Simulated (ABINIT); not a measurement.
# CsPbCl3 (Pm-3m): G0W0 in ABINIT against the exchange cutoff

Wanted: the cheapest exchange cutoff that holds the gap of CsPbCl3 (Pm-3m).

Main program and level: ABINIT 10.8.3; PBE and many-body steps on it, plane waves.

**1. Starting point**

It takes space group Pm-3m (No. 221, cubic). Conventional cell: a = 5.605 Å, b = 5.605 Å, c = 5.605 Å, α = 90.00°, β = 90.00°, γ = 90.00°. Cs has 12 Cl at 3.96 Å nearest. Nearest to Pb lie 6 Cl at 2.80 Å. Cl has 2 Pb at 2.80 Å and 4 Cs at 3.96 Å nearest. Farther neighbours and most contacts between anions are not listed.

The cell and positions come from the Crystallography Open Database and are kept as given unless a step says otherwise. Spin-orbit coupling is left out unless a step names it.

**2. Screening, 2×2×2 mesh, 154 bands, screening to 130.6 eV**

This step: ABINIT 10.8.3; RPA screening on PBE, plane waves, norm-conserving pseudopotentials.

The RPA dielectric matrix is built and inverted for each q.

The input, run.abi:

```
acell 3*1.0 Angstrom
rprim 
  5.605000000000 0.000000000000 0.000000000000
  0.000000000000 5.605000000000 0.000000000000
  0.000000000000 0.000000000000 5.605000000000
ntypat 3
znucl 55 82 17
natom 5
typat 1 2 3 3 3
xred 
  0.000000000000 0.000000000000 0.000000000000
  0.500000000000 0.500000000000 0.500000000000
  0.500000000000 0.500000000000 0.000000000000
  0.000000000000 0.500000000000 0.500000000000
  0.500000000000 0.000000000000 0.500000000000
pp_dirpath "pseudos"
pseudos "Cs.upf, Pb.upf, Cl.upf"
ecut 25
ngkpt 2 2 2
nshiftk 1
shiftk 0 0 0
kptopt 1
chksymbreak 0
istwfk *1
occopt 1
irdwfk 1
optdriver 3
nband 154
ecuteps 4.8
inclvkb 2
awtr 1
symchi 1
indata_prefix "in"
outdata_prefix "out"
tmpdata_prefix "tmp"
```

Started as:

```console
OMP_NUM_THREADS=1 mpirun -n 8 abinit run.abi > log
```

The program printed:

```text
.Version 10.8.3 of ABINIT. v10.8.2 released Aug 2026.

 Symmetries : space group Pm -3 m (#221); Bravais cP (primitive cubic)
[... echo of the input left out ...]
== DATASET  1 ==================================================================
-   mpi_nproc: 8, omp_nthreads: 1 (-1 if OMP is not activated)

--- !DatasetInfo
iteration_state: {dtset: 1, }
dimensions: {natom: 5, nkpt: 4, mband: 154, nsppol: 1, nspinor: 1, nspden: 1, mpw: 7123, }
cutoff_energies: {ecut:  25.0, pawecutdg:  -1.0, }
electrons: {nelect:   4.40000000E+01, charge:   0.00000000E+00, occopt:   1.00000000E+00, tsmear:   1.00000000E-02, }

 SCREENING: Calculation of the susceptibility and dielectric matrices

 Based on a program developped by R.W. Godby, V. Olevano, G. Onida, and L. Reining.
 Incorporated in ABINIT by V. Olevano, G.-M. Rignanese, and M. Torrent.
.Using double precision arithmetic ; gwpc =  8

[... cell and pseudopotentials left out ...]
--------------------------------------------------------------------------------

 ==== K-mesh for the wavefunctions ====
 Number of points in the irreducible wedge :     4
[... list of points left out ...]
 Together with 48 symmetry operations and time-reversal symmetry
 yields     8 points in the full Brillouin Zone.

 ==== Q-mesh for the screening function ====
 Number of points in the irreducible wedge :     4
[... list of points left out ...]
 Together with 48 symmetry operations and time-reversal symmetry
 yields     8 points in the full Brillouin Zone.

 setmesh: FFT mesh size selected  =    36x   36x   36
          total number of points  =        46656

 vcoul_init : cutoff-mode = AUXILIARY_FUNCTION
 q-points for optical limit:   1
     1)      0.000010    0.000020    0.000030

- screening: taking advantage of time-reversal symmetry
- Maximum band index for partially occupied states nbvw = 22
- Remaining bands to be divided among processors   nbcw = 132
- Number of bands treated by each node ~16

 Number of electrons calculated from density =   44.0000; Expected =   44.0000
 average of density, n =  0.037028
 r_s =    1.8612
 omega_plasma =   18.5618 [eV]

 calculating chi0 at frequencies [eV] :
  1    0.000000E+00    0.000000E+00
  2    0.000000E+00    1.856181E+01

--------------------------------------------------------------------------------
  q-point number  1        q = ( 0.000000, 0.000000, 0.000000) [r.l.u.]
--------------------------------------------------------------------------------
[... chi0 elements left out ...]
 For q-point:  0.000010 0.000020 0.000030
  dielectric constant =   7.1682
  dielectric constant without local fields =   8.2765

  Average fulfillment of the sum rule on Im[epsilon] for q-point    1 :     68.25  [%]
[... wings left out ...]
  q-point number  2        q = ( 0.500000, 0.000000, 0.000000) [r.l.u.]
--------------------------------------------------------------------------------
[... chi0 elements left out ...]
  Average fulfillment of the sum rule on Im[epsilon] for q-point    2 :     76.88  [%]

 [... 2 further q-points ...]
```

Elapsed: 9.6 s, on 8 MPI ranks of AMD EPYC 9R45, shared host; peak memory 2.2 GiB.

Numbers from this step:

- ε∞ with local fields, on this mesh, along the program's q direction: 7.168
- the same without local fields: 8.277
- plasma frequency: 18.56 eV
- plane waves in the screening matrix: 619

Local fields lower ε∞ by 13 %. On a Γ-centred mesh this coarse the value itself is usually too large, while a short band sum pulls it down.

**3. 2.5 Ha**

This step: G0W0 on PBE, plane waves, norm-conserving pseudopotentials.

Edit run.abi of step 2 so:

```diff
@@ -26,8 +26,17 @@
 irdwfk 1
-optdriver 3
+optdriver 4
 nband 154
+gwcalctyp 0
+ecutsigx 2.5
+symsigma 1
+nkptgw 2
+kptgw 
+  0.5000000000 0.5000000000 0.5000000000
+  0.0000000000 0.0000000000 0.0000000000
+bdgw 
+  19 25
+  20 25
 ecuteps 4.8
-inclvkb 2
-awtr 1
-symchi 1
+irdscr 1
+ppmodel 1
 indata_prefix "in"
```

The program printed:

```text
.Version 10.8.3 of ABINIT. v10.8.2 released Aug 2026.

 Symmetries : space group Pm -3 m (#221); Bravais cP (primitive cubic)
[... echo of the input left out ...]
== DATASET  1 ==================================================================
-   mpi_nproc: 8, omp_nthreads: 1 (-1 if OMP is not activated)

--- !DatasetInfo
iteration_state: {dtset: 1, }
dimensions: {natom: 5, nkpt: 4, mband: 154, nsppol: 1, nspinor: 1, nspden: 1, mpw: 7123, }
cutoff_energies: {ecut:  25.0, pawecutdg:  -1.0, }
electrons: {nelect:   4.40000000E+01, charge:   0.00000000E+00, occopt:   1.00000000E+00, tsmear:   1.00000000E-02, }

 SIGMA: Calculation of the GW corrections

 Based on a program developped by R.W. Godby, V. Olevano, G. Onida, and L. Reining.
 Incorporated in ABINIT by V. Olevano, G.-M. Rignanese, and M. Torrent.
.Using double precision arithmetic ; gwpc =  8

[... cell and pseudopotentials left out ...]
--------------------------------------------------------------------------------

 ==== K-mesh for the wavefunctions ====
 Number of points in the irreducible wedge :     4
[... list of points left out ...]
 Together with 48 symmetry operations and time-reversal symmetry
 yields     8 points in the full Brillouin Zone.

 ==== Q-mesh for screening function ====
 Number of points in the irreducible wedge :     4
[... list of points left out ...]
 Together with 48 symmetry operations and time-reversal symmetry
 yields     8 points in the full Brillouin Zone.

 vcoul_init : cutoff-mode = AUXILIARY_FUNCTION
 q-points for optical limit:   1
     1)      0.000010    0.000020    0.000030
 setmesh: FFT mesh size selected  =    32x   32x   32
          total number of points  =        32768

 Number of electrons calculated from density =   44.0000; Expected =   44.0000
 average of density, n =  0.037028
 r_s =    1.8612
 omega_plasma =   18.5618 [eV]

 === KS Band Gaps ===
  >>>> For spin  1
   Minimum direct gap =   1.9335 [eV], located at k-point      :   0.5000  0.5000  0.5000
   Fundamental gap    =   1.9335 [eV], Top of valence bands at :   0.5000  0.5000  0.5000
                                       Bottom of conduction at :   0.5000  0.5000  0.5000
 SIGMA fundamental parameters:
 PLASMON POLE MODEL  1
 number of plane-waves for SigmaX                  251
 number of plane-waves for SigmaC and W            251
 number of plane-waves for wavefunctions          7123
 number of bands                                   154
 number of independent spin polarizations            1
 number of spinorial components                      1
 number of k-points in IBZ                           4
 number of q-points in IBZ                           4
 number of symmetry operations                      48
 number of k-points in BZ                            8
 number of q-points in BZ                            8
 number of frequencies for dSigma/dE                 9
 frequency step for dSigma/dE [eV]                0.25
 number of omega for Sigma on real axis              0
 max omega for Sigma on real axis  [eV]           0.00
 zcut for avoiding poles [eV]                     0.10

 EPSILON^-1 parameters (SCR file):
 dimension of the eps^-1 matrix on file            619
 dimension of the eps^-1 matrix used               251
 number of plane-waves for wavefunctions          7123
 number of bands                                   154
 number of q-points in IBZ                           4
 number of frequencies                               2
 number of real frequencies                          1
 number of imag frequencies                          1

 matrix elements of self-energy operator (all in [eV])

 Perturbative Calculation

--- !SelfEnergy_ee
iteration_state: {dtset: 1, }
kpoint     : [   0.500,    0.500,    0.500, ]
spin       : 1
KS_gap     :    1.933
QP_gap     :    2.192
Delta_QP_KS:    0.258
data: !SigmaeeData |
     Band     E0 <VxcDFT>   SigX SigC(E0)      Z dSigC/dE  Sig(E)    E-E0       E
       19  -0.178 -14.256 -17.650   3.127   0.777  -0.288 -14.463  -0.207  -0.385
       20  -0.178 -14.256 -17.650   3.127   0.777  -0.288 -14.463  -0.207  -0.385
       21  -0.178 -14.256 -17.650   3.127   0.777  -0.288 -14.463  -0.207  -0.385
       22   2.026 -15.396 -16.422   1.805   0.796  -0.256 -14.775   0.621   2.646
       23   3.959  -9.887  -6.115  -2.701   0.821  -0.218  -9.008   0.879   4.838
       24   3.959  -9.887  -6.115  -2.701   0.821  -0.218  -9.008   0.879   4.838
[...]
--- !SelfEnergy_ee
iteration_state: {dtset: 1, }
kpoint     : [   0.000,    0.000,    0.000, ]
spin       : 1
KS_gap     :    5.875
QP_gap     :    6.600
Delta_QP_KS:    0.725
data: !SigmaeeData |
     Band     E0 <VxcDFT>   SigX SigC(E0)      Z dSigC/dE  Sig(E)    E-E0       E
[...]
23   5.379  -6.339  -2.509  -3.253   0.842  -0.187  -5.853   0.486   5.865
       24   6.319  -6.633  -2.748  -3.122   0.843  -0.187  -5.990   0.643   6.961
       25   6.319  -6.633  -2.748  -3.122   0.843  -0.187  -5.990   0.643   6.961

== END DATASET(S) ==============================================================
================================================================================

 -outvars: echo values of variables after computation  --------
           etotal      0.0000000000E+00
            nband         154
             nkpt           4
          spgroup         221
 [... the other variables as echoed above ...]

 Calculation completed.
```

Wall time 4.5 s (8 MPI ranks); peak memory 1.2 GiB.

This step gave:

* G0W0 gap on the points computed: 2.192 eV
* starting gap on the mesh: 1.933 eV
* k of the valence top: 0.5, 0.5, 0.5
* k of the conduction bottom: 0.5, 0.5, 0.5
* Z at the valence top: 0.796
* Z at the conduction bottom: 0.821
* least direct G0W0 gap on the computed points: 2.192 eV

**4. 5 Ha**

Edit run.abi of step 3 so:

```diff
@@ -29,3 +29,3 @@
 gwcalctyp 0
-ecutsigx 2.5
+ecutsigx 5
 symsigma 1
```

The program printed:

```text
.Version 10.8.3 of ABINIT. v10.8.2 released Aug 2026.

 Symmetries : space group Pm -3 m (#221); Bravais cP (primitive cubic)
[... echo of the input left out ...]
== DATASET  1 ==================================================================
-   mpi_nproc: 8, omp_nthreads: 1 (-1 if OMP is not activated)

--- !DatasetInfo
iteration_state: {dtset: 1, }
dimensions: {natom: 5, nkpt: 4, mband: 154, nsppol: 1, nspinor: 1, nspden: 1, mpw: 7123, }
cutoff_energies: {ecut:  25.0, pawecutdg:  -1.0, }
electrons: {nelect:   4.40000000E+01, charge:   0.00000000E+00, occopt:   1.00000000E+00, tsmear:   1.00000000E-02, }

 SIGMA: Calculation of the GW corrections

 Based on a program developped by R.W. Godby, V. Olevano, G. Onida, and L. Reining.
 Incorporated in ABINIT by V. Olevano, G.-M. Rignanese, and M. Torrent.
.Using double precision arithmetic ; gwpc =  8

[... cell and pseudopotentials left out ...]
--------------------------------------------------------------------------------

 ==== K-mesh for the wavefunctions ====
 Number of points in the irreducible wedge :     4
[... list of points left out ...]
 Together with 48 symmetry operations and time-reversal symmetry
 yields     8 points in the full Brillouin Zone.

 ==== Q-mesh for screening function ====
 Number of points in the irreducible wedge :     4
[... list of points left out ...]
 Together with 48 symmetry operations and time-reversal symmetry
 yields     8 points in the full Brillouin Zone.

 vcoul_init : cutoff-mode = AUXILIARY_FUNCTION
 q-points for optical limit:   1
     1)      0.000010    0.000020    0.000030
 setmesh: FFT mesh size selected  =    36x   36x   36
          total number of points  =        46656

 Number of electrons calculated from density =   44.0000; Expected =   44.0000
[...]
number of omega for Sigma on real axis              0
 max omega for Sigma on real axis  [eV]           0.00
 zcut for avoiding poles [eV]                     0.10

 EPSILON^-1 parameters (SCR file):
 dimension of the eps^-1 matrix on file            619
 dimension of the eps^-1 matrix used               619
 number of plane-waves for wavefunctions          7123
 number of bands                                   154
 number of q-points in IBZ                           4
 number of frequencies                               2
 number of real frequencies                          1
 number of imag frequencies                          1

 matrix elements of self-energy operator (all in [eV])

 Perturbative Calculation

--- !SelfEnergy_ee
iteration_state: {dtset: 1, }
kpoint     : [   0.500,    0.500,    0.500, ]
spin       : 1
KS_gap     :    1.933
QP_gap     :    2.933
Delta_QP_KS:    1.000
data: !SigmaeeData |
     Band     E0 <VxcDFT>   SigX SigC(E0)      Z dSigC/dE  Sig(E)    E-E0       E
       19  -0.178 -14.256 -18.337   3.099   0.771  -0.297 -15.013  -0.757  -0.935
       20  -0.178 -14.256 -18.337   3.099   0.771  -0.297 -15.013  -0.757  -0.935
       21  -0.178 -14.256 -18.337   3.099   0.771  -0.297 -15.013  -0.757  -0.935
[...]
--- !SelfEnergy_ee
iteration_state: {dtset: 1, }
kpoint     : [   0.000,    0.000,    0.000, ]
spin       : 1
KS_gap     :    5.875
QP_gap     :    7.006
Delta_QP_KS:    1.131
data: !SigmaeeData |
     Band     E0 <VxcDFT>   SigX SigC(E0)      Z dSigC/dE  Sig(E)    E-E0       E
[...]
24   6.319  -6.633  -2.860  -3.119   0.842  -0.188  -6.083   0.550   6.869
       25   6.319  -6.633  -2.860  -3.119   0.842  -0.188  -6.083   0.550   6.869

== END DATASET(S) ==============================================================
================================================================================

 -outvars: echo values of variables after computation  --------
           etotal      0.0000000000E+00
            nband         154
             nkpt           4
          spgroup         221
 [... the other variables as echoed above ...]

 Calculation completed.
```

Run time: 13 s. Hardware: 8 MPI ranks; peak memory 2.2 GiB.

This step gave:

```
G0W0 gap on the points computed              : 2.934 eV
starting gap on the mesh                     : 1.933 eV
k of the valence top                         : 0.5, 0.5, 0.5
k of the conduction bottom                   : 0.5, 0.5, 0.5
Z at the valence top                         : 0.791
Z at the conduction bottom                   : 0.82
least direct G0W0 gap on the computed points : 2.934 eV
```

**5. 10 Ha**

The self-energy is evaluated for the states that the input lists, and the levels follow from it, in one-shot runs by the linearised quasiparticle equation.

Edit run.abi of step 4 so:

```diff
@@ -29,3 +29,3 @@
 gwcalctyp 0
-ecutsigx 5
+ecutsigx 10
 symsigma 1
```

The program printed:

```text
.Version 10.8.3 of ABINIT. v10.8.2 released Aug 2026.

 Symmetries : space group Pm -3 m (#221); Bravais cP (primitive cubic)
[... echo of the input left out ...]
== DATASET  1 ==================================================================
-   mpi_nproc: 8, omp_nthreads: 1 (-1 if OMP is not activated)

--- !DatasetInfo
iteration_state: {dtset: 1, }
dimensions: {natom: 5, nkpt: 4, mband: 154, nsppol: 1, nspinor: 1, nspden: 1, mpw: 7123, }
cutoff_energies: {ecut:  25.0, pawecutdg:  -1.0, }
[...]
Band     E0 <VxcDFT>   SigX SigC(E0)      Z dSigC/dE  Sig(E)    E-E0       E
[...]
24   6.319  -6.633  -2.876  -3.119   0.842  -0.188  -6.096   0.537   6.856
       25   6.319  -6.633  -2.876  -3.119   0.842  -0.188  -6.096   0.537   6.856

== END DATASET(S) ==============================================================
================================================================================

 -outvars: echo values of variables after computation  --------
           etotal      0.0000000000E+00
            nband         154
             nkpt           4
          spgroup         221
 [... the other variables as echoed above ...]

 Calculation completed.
```

Wall time 13 s (8 MPI ranks); peak memory 2.3 GiB; 1.8 min of CPU time.

Numbers from this step:

* G0W0 gap on the points computed: 3.078 eV
* starting gap on the mesh: 1.933 eV
* k of the valence top: 0.5, 0.5, 0.5
* k of the conduction bottom: 0.5, 0.5, 0.5
* least direct G0W0 gap on the computed points: 3.078 eV

The gap on the mesh goes from 1.93 eV to 3.08 eV, a correction of +1.14 eV.

[end of part 1 of 2]

[Paths, hosts, dates, memory and timing lines, banners, echoed tables and standing remarks are left out of the program output.]

[Logs are printed without paths, hosts, clocks, repeated set-up lines and the standing remarks that a program may print on its own settings, such as how far it seeks lower states.]

[Runs of the session that timed out or met a known fault of the program may be left out.]

[Hosts, paths, dates, database ids (printed as entryN), source tags and the programs' standing remarks are cut or masked in the printed files.]

[G0W0 gaps are taken among the corrected bands and points alone; a level outside them can change the order at an edge.]

[Where Ansatz stands beside ABINIT at settings called matched, ABINIT's density can come from a denser mesh and the files from another edition; pairs whose starting gaps differed by over 0.03 eV were left out, so agreement reads better than it is.]
